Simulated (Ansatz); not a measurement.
Planning a run of Ansatz 0.2.0 on V2O5 (layers cut from the bulk crystal). The input:

```yaml
crystal:
  lattice:
    - [6.2321272406, 0.0138519239, 0.0]
    - [1.6050157544, 6.2422893518, 0.0]
    - [0.0, 0.0, 32.3]
  atoms:
    - { symbol: O, position: [0.6548563055, 0.8853358069, 0.4299229422] }
    - { symbol: O, position: [0.9652492083, 0.307019585, 0.4410496874] }
    - { symbol: O, position: [0.0088111111, 0.8787485282, 0.4777852016] }
    - { symbol: V, position: [0.7191148331, 0.8830084327, 0.4767225207] }
    - { symbol: V, position: [0.8686038878, 0.3376915269, 0.486295923] }
    - { symbol: O, position: [0.659620787, 0.1868788248, 0.4930962243] }
    - { symbol: O, position: [0.7583868568, 0.6100831308, 0.4948866658] }
    - { symbol: O, position: [0.3379892575, 0.5249390607, 0.5051133342] }
    - { symbol: O, position: [0.4367553273, 0.9481433666, 0.5069037757] }
    - { symbol: V, position: [0.2277722265, 0.7973306645, 0.513704077] }
    - { symbol: V, position: [0.3772612812, 0.2520137588, 0.5232774793] }
    - { symbol: O, position: [0.0875650032, 0.2562736632, 0.5222147984] }
    - { symbol: O, position: [0.131126906, 0.8280026064, 0.5589503126] }
    - { symbol: O, position: [0.4415198088, 0.2496863845, 0.5700770578] }
  periodic: [true, true, false]
kpoints:
  mp_grid: { grid: [4, 4, 1] }
  band_path:
    path:
      - [0.0, 0.0, 0.0]
      - [0.5, 0.0, 0.0]
      - [0.5, 0.5, 0.0]
      - [0.0, 0.5, 0.0]
      - [0.5, 0.4, 0.0]
      - [0.5, 0.45, 0.0]
    npoints: 1
hamiltonian:
  xc: hse06
  pseudopotentials: { kind: paw, azcp: { folder: soft_1 } }
scf:
  occupations: { method: fixed }
  n_extra_bands: 8
output:
  eigenvalues: true
```

```sh
ansatz run input.yaml --threads 2 --pin off --max-ram 73728MiB --backend cuda --events-out ev --progress --plain --runs-dir out --devices 1 --max-vram 13GiB
```

Q: How long will it take on 1 × NVIDIA H100 80GB HBM3 (shared by 6 runs) with 2 threads of AMD EPYC 7R13 (Zen 3), shared host, and how much memory?

It took 2.8 min; on shared hardware allow 84 s to 5.6 min. Peak host memory was 3.3 GiB. The sizes that set the cost: 24541 plane waves a state, 10 irreducible k points and 29 SCF cycles.

Exact exchange couples every pair of k points and filled bands, so it costs far more than a semilocal run.

[Paths, hosts, dates, memory and timing lines, banners, echoed tables and standing remarks are left out of the program output.]

[Logs are printed without paths, hosts, clocks, repeated set-up lines and the standing remarks that a program may print on its own settings, such as how far it seeks lower states.]

[Runs of the session that timed out or met a known fault of the program may be left out.]

[Cells called generated may have been cut or substituted from an entry of the Crystallography Open Database or the Materials Project.]

[Hosts, paths, dates, database ids (printed as entryN), source tags and the programs' standing remarks are cut or masked in the printed files.]
